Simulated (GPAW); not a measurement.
# Ballistic transport through C2 in line between two W chains, from relaxation to T(E), part 2 of 2

Aim: the conductance of C2 in line between two W chains after relaxation, and whether geometry, basis or functional moves it most.

GPAW 26.7.0; GPAW LCAO, PAW setups; relaxation of the junction within the symmetry of its start, lead ends held (the session's first sound run).

So far, transmission at the Fermi level (one spin): step 3 (GPAW, dzp) 1.05; step 4 (basis szp(dzp)) 1.04; step 5 (basis sz(dzp)) 1.000.

## Step 6: RPBE in the dzp basis: xc = "RPBE"

Back in the dzp basis, the functional changes from PBE to RPBE, to set the spread between functionals beside that between bases.

Input file run.py:

```python
import json
import numpy as np
from ase import Atoms
from ase.transport.calculators import TransportCalculator
from gpaw import GPAW, FermiDirac
from gpaw.lcao.tools import get_lcao_hamiltonian
from scipy.linalg import eigh

# The junction with lead layers at both ends, along the third cell vector
device = Atoms(
    ['W', 'W', 'W', 'W', 'W', 'W', 'W', 'W', 'C', 'C', 'W', 'W', 'W', 'W', 'W', 'W', 'W', 'W'],
    positions=[
        [4.50000, 4.50000, 1.12500],
        [4.50000, 4.50000, 3.37500],
        [4.50000, 4.50000, 5.62500],
        [4.50000, 4.50000, 7.87500],
        [4.50000, 4.50000, 10.12500],
        [4.50000, 4.50000, 12.37500],
        [4.50000, 4.50000, 14.62500],
        [4.50000, 4.50000, 16.72200],
        [4.50000, 4.50000, 18.61737],
        [4.50000, 4.50000, 19.86843],
        [4.50000, 4.50000, 21.76380],
        [4.50000, 4.50000, 23.86080],
        [4.50000, 4.50000, 26.11080],
        [4.50000, 4.50000, 28.36080],
        [4.50000, 4.50000, 30.61080],
        [4.50000, 4.50000, 32.86080],
        [4.50000, 4.50000, 35.11080],
        [4.50000, 4.50000, 37.36080]],
    cell=[[9.0, 0.0, 0.0], [0.0, 9.0, 0.0], [0.0, 0.0, 38.4858]],
    pbc=True)

# One principal layer of the lead: the first 5 atoms of the device
lead = Atoms(
    ['W', 'W', 'W', 'W', 'W'],
    positions=[
        [4.50000, 4.50000, 1.12500],
        [4.50000, 4.50000, 3.37500],
        [4.50000, 4.50000, 5.62500],
        [4.50000, 4.50000, 7.87500],
        [4.50000, 4.50000, 10.12500]],
    cell=[[9.0, 0.0, 0.0], [0.0, 9.0, 0.0], [0.0, 0.0, 11.25]],
    pbc=True)

settings = dict(mode='lcao', basis='dzp', xc='RPBE', h=0.2,
                occupations=FermiDirac(0.1), maxiter=250,
                mixer=dict(beta=0.1, nmaxold=8, weight=100.0),
                convergence=dict(density=0.0001))
energies = np.arange(-2, 2 + 1e-9, 0.025)
eta = 0.0001
n1, n2 = 1, 1
# k and -k transmit alike, so half of the mesh across the current serves
mesh = [(i, j) for i in range(n1) for j in range(n2) if (i, j) <= (-i % n1, -j % n2)]
weights = np.array([1 if (i, j) == (-i % n1, -j % n2) else 2 for i, j in mesh]) / (n1 * n2)


def ground_state(atoms, size, txt):
    atoms.calc = GPAW(kpts={'size': size, 'gamma': True}, symmetry={'tolerance': 1e-3}, txt=txt, **settings)
    atoms.get_potential_energy()
    return atoms.calc.get_fermi_level()


def blocks(atoms, fermi, points, nz, cells):
    """H - E_F S and S between cell 0 and the cells above it, at each point across the current."""
    kz = np.arange(nz) / nz
    calc = atoms.calc.fixed_density(kpts=[(*k, z) for k in points for z in kz], symmetry='off', txt=None)
    H, S = get_lcao_hamiltonian(calc)
    H = (H - fermi * S).reshape(len(H), len(points), nz, *S.shape[1:])
    S = S.reshape(H.shape[1:])
    phases = [np.exp(-2j * np.pi * kz * R) / nz for R in cells]
    return [(np.einsum('skzij,z->ksij', H, p), np.einsum('kzij,z->kij', S, p)) for p in phases]


def pair(a, b):
    return np.block([[a, b], [b.T.conj(), a]])


def count_channels(h, s, cells, nk=240):
    """Half the number of times that the lead's bands cross each energy, unfolded to its shortest repeat."""
    b = len(h) // cells
    bands = []
    for k in (np.arange(nk + 1) + 0.5) / nk:
        hk, sk = h[:b, :b].copy(), s[:b, :b].copy()
        for R in range(1, cells):
            phase, block = np.exp(2j * np.pi * k * R), slice(R * b, (R + 1) * b)
            hk += h[:b, block] * phase + (h[:b, block] * phase).T.conj()
            sk += s[:b, block] * phase + (s[:b, block] * phase).T.conj()
        w, u = eigh(sk)
        x = u[:, w > 1e-5] / w[w > 1e-5]**0.5  # drop near-dependent combinations
        bands.append(np.r_[eigh(x.T.conj() @ hk @ x, eigvals_only=True), [1e9] * (w <= 1e-5).sum()])
    below = np.array(bands)[:, :, None] < energies
    return (below[1:] != below[:-1]).sum((0, 1)) / 2


fermi_lead = ground_state(lead, (1, 1, 10), 'lead.txt')
fermi_device = ground_state(device, (1, 1, 2), 'device.txt')
T, channels, eigen, tail, misfit, shifts = [], [], [], 0.0, 0.0, []
for first in range(0, len(mesh), 342):
    points = [(i / n1, j / n2) for i, j in mesh[first:first + 342]]
    (H0k, S0k), (H1k, S1k), (H2k, _) = blocks(lead, fermi_lead, points, 5, range(3))
    [(Hk, Sk)] = blocks(device, fermi_device, points, 2, [0])
    tail = max(tail, abs(H2k).max())
    for H0, S0, H1, S1, H, S in zip(H0k, S0k, H1k, S1k, Hk, Sk):
        n = len(S0)
        # Shift the lead onto the potential of the device's first layer
        shift = ((H[:, 0, 0] - H0[:, 0, 0]) / S0[0, 0]).real.mean()
        shifts.append(shift)
        misfit = max(misfit, abs(H[:, :n, :n] - H0 - shift * S0).max())
        Tk, Ck, Ek = [], [], []
        for s in range(len(H)):
            t = s % len(H0)  # a lead without moments serves both spins
            h1, s1 = pair(H0[t] + shift * S0, H1[t] + shift * S1), pair(S0, S1)
            leads = dict(h1=h1, s1=s1, energies=energies, eta=eta, eta1=eta, eta2=eta)
            calc = TransportCalculator(h=H[s], s=S, eigenchannels=3, **leads)
            Tk.append(calc.get_transmission())
            Ek.append(np.sort(calc.eigenchannels_ne, axis=0)[::-1])
            Ck.append(count_channels(h1, s1, 10))
        T.append(Tk)
        channels.append(Ck)
        eigen.append(Ek)
T, channels = np.array(T), np.array(channels)
mean, open_channels = np.einsum('kse,k->se', T, weights), np.einsum('kse,k->se', channels, weights)

print(f'basis functions: device {len(S)}, principal layer {n}')
print(f'Fermi level: lead {fermi_lead:.4f} eV, device {fermi_device:.4f} eV; lead shifted by {np.mean(shifts):.4f} eV')
print(f'largest coupling past the next layer {tail:.2e} eV, largest misfit of the first layer {misfit:.3f} eV')
print('  E-E_F (eV)   ' + 'T (one spin)  channels')
for e, t, c in zip(energies, mean.T, open_channels.T):
    print(f'{e:10.3f}  ', *[f'{x:11.4e}' for x in t], *[f'{x:9.4f}' for x in c])

kT = 8.617333e-5 * 300
fine = np.linspace(energies[0], energies[-1], 4001)
both = np.exp(np.interp(fine, energies, np.log(np.maximum(mean.sum(0) * 2 / len(mean), 1e-30))))
fermi = lambda mu: 1 / (1 + np.exp(np.clip((fine - mu) / kT, -200, 200)))
slope = fermi(0) * (1 - fermi(0)) / kT
G = np.trapezoid(both * slope, fine) / 2
seebeck = -np.trapezoid(both * slope * fine, fine) / (2 * G * 300) * 1e6
print(f'conductance at 300 K: {G:.5g} G0 a cell; thermopower {seebeck:.4g} uV/K')
bias = [0.1, 0.2, 0.5, 1.0, 1.5, 2.0]
current = [38.74 * np.trapezoid(both * (fermi(V / 2) - fermi(-V / 2)), fine) for V in bias]
for V, I in zip(bias, current):
    print(f'current from the zero-bias T(E) at {V} V: {I:.5g} uA')
zero = abs(energies).argmin()
json.dump(dict(energies=energies.tolist(), T=mean.tolist(), channels=open_channels.tolist(), G=G, seebeck=seebeck,
               bias=bias, current=current, tail=tail, misfit=misfit, shift=np.mean(shifts), n_device=len(S), n_lead=n,
               fermi=[fermi_lead, fermi_device], energy=device.get_potential_energy(),
               moments=device.get_magnetic_moments().tolist(), mesh=mesh, weights=weights.tolist(),
               T_k=T[:, :, zero].tolist(), eigen=np.array(eigen[0]).tolist()), open('result.json', 'w'))
```

Started as:

```sh
$ OMP_NUM_THREADS=1 OPENBLAS_NUM_THREADS=1 python run.py
```

The job ended after 3.5 min (1 thread of Arm Neoverse V2, shared host; peak memory 1.5 GiB).

This step gave:

* conductance: 1.040 G₀
* largest coupling past the next principal layer: 7.82e-6 eV
* largest misfit of the first principal layer: 0.1668 eV
* shift that aligns the lead: -0.02766 eV
* basis functions of the junction: 490
* basis functions of a principal layer: 145
* transmission at the Fermi level (one spin): 1.041
* open channels of the lead at the Fermi level (one spin): 6

One spin. Transmission, zone mean against energy, zero at the Fermi level:

energy (eV), transmission, zone mean and a bar:
```
   -2.000       1.48 ##############################
   -1.900       1.38 ############################
   -1.800       1.28 ##########################
   -1.700       1.18 ########################
   -1.600       1.09 ######################
   -1.500       1.00 ####################
   -1.400       0.93 ##################
   -1.300       0.87 #################
   -1.200       0.82 ################
   -1.100       0.79 ################
   -1.000       0.78 ###############
   -0.900       0.77 ###############
   -0.800       0.78 ###############
   -0.700       0.80 ################
   -0.600       0.82 ################
   -0.500       0.86 #################
   -0.400       0.90 ##################
   -0.300       0.94 ###################
   -0.200       0.98 ####################
   -0.100       1.01 ####################
    0.000       1.04 #####################
    0.100       1.06 #####################
    0.200       1.07 #####################
    0.300       1.08 ######################
    0.400       1.08 ######################
    0.500       1.08 ######################
    0.600       1.09 ######################
    0.700       1.10 ######################
    0.800       1.13 #######################
    0.900       1.15 #######################
    1.000       1.19 ########################
    1.100       1.23 #########################
    1.200       1.26 #########################
    1.300       1.29 ##########################
    1.375       1.30 ##########################
    1.400       1.29 ##########################
    1.500       1.22 ########################
    1.600       0.88 #################
    1.700       0.05 
    1.800       0.05 
    1.900       0.05 
    2.000       0.05
```

The conductance, 1.04 G₀, lies 0.9 % below that of the dzp run.

## Step 7: Without the relaxation: geometry = "as built"

The dzp basis with PBE on the structure as first built shows what the relaxation was worth.

run.py, as its differences from that of step 6:

```diff
@@ -19,6 +19,6 @@
         [4.50000, 4.50000, 14.62500],
-        [4.50000, 4.50000, 16.72200],
-        [4.50000, 4.50000, 18.61737],
-        [4.50000, 4.50000, 19.86843],
-        [4.50000, 4.50000, 21.76380],
+        [4.50000, 4.50000, 16.87500],
+        [4.50000, 4.50000, 18.62290],
+        [4.50000, 4.50000, 19.86290],
+        [4.50000, 4.50000, 21.61080],
         [4.50000, 4.50000, 23.86080],
@@ -45,3 +45,3 @@
 
-settings = dict(mode='lcao', basis='dzp', xc='RPBE', h=0.2,
+settings = dict(mode='lcao', basis='dzp', xc='PBE', h=0.2,
                 occupations=FermiDirac(0.1), maxiter=250,
```

Elapsed: 3.7 min, on 1 thread; peak memory 1.5 GiB.

Numbers from this step:

| Quantity | Value |
| --- | --- |
| conductance | 2.025 G₀ |
| largest coupling past the next principal layer | 7.88e-6 eV |
| largest misfit of the first principal layer | 0.1159 eV |
| shift that aligns the lead | -0.02135 eV |
| transmission at the Fermi level (one spin) | 2.025 |

The conductance, 2.02 G₀, lies 93 % above that of the dzp run.

## Step 8: Cost and result by level

Times are for 1 thread of Arm Neoverse V2, shared host. The series side by side:

```
no.       run  conductance (G₀)     time  memory (GiB)
  1       dzp             1.049  3.5 min           1.5
  2       szp             1.041  1.7 min           1.4
  3        sz            0.9989     76 s           1.4
  4  dzp RPBE             1.040  3.5 min           1.5
  5   asbuilt             2.025  3.7 min           1.5
```

## Step 9: Comparison

The curves are compared point by point over the common energies.

This step: comparison of transmission and cost over codes, levels and geometry (GPAW 26.7.0).

Ladder, by row:

```
    step  code  T at the Fermi level (sum over the listed spins)  conductance (G0)  r.m.s. T(E) from the first  wall time (s)  peak memory (GiB)  threads
     dzp  GPAW                                              1.05             1.049                           0          211.5               1.48        1
     szp  GPAW                                             1.042             1.041                      0.1013          102.2               1.41        1
      sz  GPAW                                            0.9999            0.9989                      0.1843          76.22               1.35        1
dzp-RPBE  GPAW                                             1.041              1.04                     0.06507          210.9               1.48        1
 asbuilt  GPAW                                             2.025             2.025                      0.8589            219               1.48        1
```

The transmission, zone mean, sum over the listed spins by energy, zero at the Fermi level:

```
energy (eV)     dzp     szp      sz  dzp-RPBE  asbuilt
     -2.000    1.48    1.42    1.22      1.48     1.96
     -1.800    1.29    1.22    1.05      1.28     1.98
     -1.600    1.09    1.03   0.901      1.09     1.95
     -1.400   0.931   0.883   0.781     0.929     1.90
     -1.200   0.825   0.788   0.708     0.824     1.87
     -1.000   0.776   0.748   0.682     0.776     1.87
     -0.800   0.778   0.757   0.700     0.779     1.90
     -0.600   0.825   0.809   0.757     0.824     1.95
     -0.400   0.901   0.889   0.841     0.898     1.99
     -0.200   0.985   0.976   0.930     0.978     2.01
      0.000    1.05    1.04   1.000      1.04     2.03
      0.200    1.08    1.08    1.04      1.07     2.02
      0.400    1.09    1.09    1.05      1.08     2.02
      0.600    1.10    1.10    1.06      1.09     2.00
      0.800    1.14    1.15    1.10      1.13     1.98
      1.000    1.20    1.22    1.17      1.19     1.94
      1.200    1.28    1.31    1.27      1.26     1.89
      1.375    1.32    1.39    1.36      1.30     1.84
      1.400    1.33    1.40    1.37      1.29     1.83
      1.475    1.30    1.41    1.40      1.25     1.76
      1.550    1.17    1.38    1.42      1.09     1.57
      1.600   0.986    1.30    1.40     0.875     1.34
      1.800  0.0471  0.0396  0.0390    0.0497   0.0533
      2.000  0.0480  0.0388  0.0389    0.0508   0.0500
```

## Step 10: Other settings

One more run, with changed settings.

This step: GPAW LCAO, PAW setups; Landauer transmission from Green's functions with principal layers (ASE), zero bias (GPAW 26.7.0).

run.py, as its differences from that of step 7:

```diff
@@ -19,6 +19,6 @@
         [4.50000, 4.50000, 14.62500],
-        [4.50000, 4.50000, 16.87500],
-        [4.50000, 4.50000, 18.62290],
-        [4.50000, 4.50000, 19.86290],
-        [4.50000, 4.50000, 21.61080],
+        [4.50000, 4.50000, 16.72200],
+        [4.50000, 4.50000, 18.61737],
+        [4.50000, 4.50000, 19.86843],
+        [4.50000, 4.50000, 21.76380],
         [4.50000, 4.50000, 23.86080],
@@ -42,3 +42,3 @@
         [4.50000, 4.50000, 10.12500]],
-    cell=[[9.0, 0.0, 0.0], [0.0, 9.0, 0.0], [0.0, 0.0, 11.25]],
+    cell=[[9.0, 0.0, 0.0], [0.0, 9.0, 0.0], [0.0, 0.0, 12.9375]],
     pbc=True)
@@ -46,3 +46,3 @@
 settings = dict(mode='lcao', basis='dzp', xc='PBE', h=0.2,
-                occupations=FermiDirac(0.1), maxiter=250,
+                occupations=FermiDirac(0.1), maxiter=75,
                 mixer=dict(beta=0.1, nmaxold=8, weight=100.0),
@@ -117,3 +117,3 @@
             Ek.append(np.sort(calc.eigenchannels_ne, axis=0)[::-1])
-            Ck.append(count_channels(h1, s1, 10))
+            Ck.append(count_channels(h1, s1, 2))
         T.append(Tk)
```

Run time: 3.4 min. Hardware: 1 thread; peak memory 1.5 GiB.

The run finished. A setting was moved off its sound value on purpose, so it serves as a test and not as the result.

The fault put into the input: a lead period that doesn't match its atoms (period = 12.9375).

Side by side:

```
                                           quantity   this run  sound run  difference
                                   conductance (G₀)  0.0035263     1.0488       -1.05
largest coupling past the next principal layer (eV)  5.617e-15   7.883e-6     -7.9e-6
   largest misfit of the first principal layer (eV)     5.3294    0.16444        5.16
                    shift that aligns the lead (eV)    0.17250  -0.027611       0.200
         transmission at the Fermi level (one spin)   1.483e-7     1.0498       -1.05
```

The two runs differ clearly in the transmission at the Fermi level (one spin): 1.5e-7 against 1.05.

## Step 11: Outcome

```
conductance                                        : 1.05 G₀
transmission at the Fermi level, mean of the spins : 1.05
```

What this shows: In the dzp basis the junction conducts 1.05 G₀ at 300 K, with T = 1.05 a spin at the Fermi level; the sz basis reaches that conductance within 10 %. Relaxation moved atoms by up to 0.15 Å and took the conductance from 2.02 to 1.05 G₀, as a ratio a larger change than the step from dzp to the minimal basis. At the Fermi level the three most open eigenchannels pass 0.49, 0.49 and 0.073. Measured against the first run (dzp), the nearest curve is that of dzp-RPBE (r.m.s. 0.065) and the farthest that of asbuilt (0.86). Over the compared runs wall time goes from 76 s (sz) to 219 s (asbuilt), on a shared host. The leads kept an estimated spacing and the cell its length, so the junction may be under some tension or compression. The geometry comes from the orbital basis, which tends to overbind, and kept the symmetry of the start, so a structure of lower symmetry may lie lower. The run had no spin polarisation, so a magnetic state, which chains and small molecules with open shells often have, wasn't tested. Spin-orbit coupling is left out, which matters for the heavy atoms here. An evenly spaced straight chain is an idealisation: free chains tend to dimerise, zigzag or, where a band edge lies near the Fermi level, turn magnetic. The currents use the zero-bias T(E) throughout, which holds only while the bias is small against the distance to the nearest feature. The thermopower isn't quoted: it samples T(E) farther from the Fermi level than the conductance does, and the energy grid wasn't tested for it.

[Logs are printed without paths, hosts, clocks, repeated set-up lines and the standing remarks that a program may print on its own settings, such as how far it seeks lower states.]

[Hosts, paths, dates, database ids (printed as entryN), source tags and the programs' standing remarks are cut or masked in the printed files.]
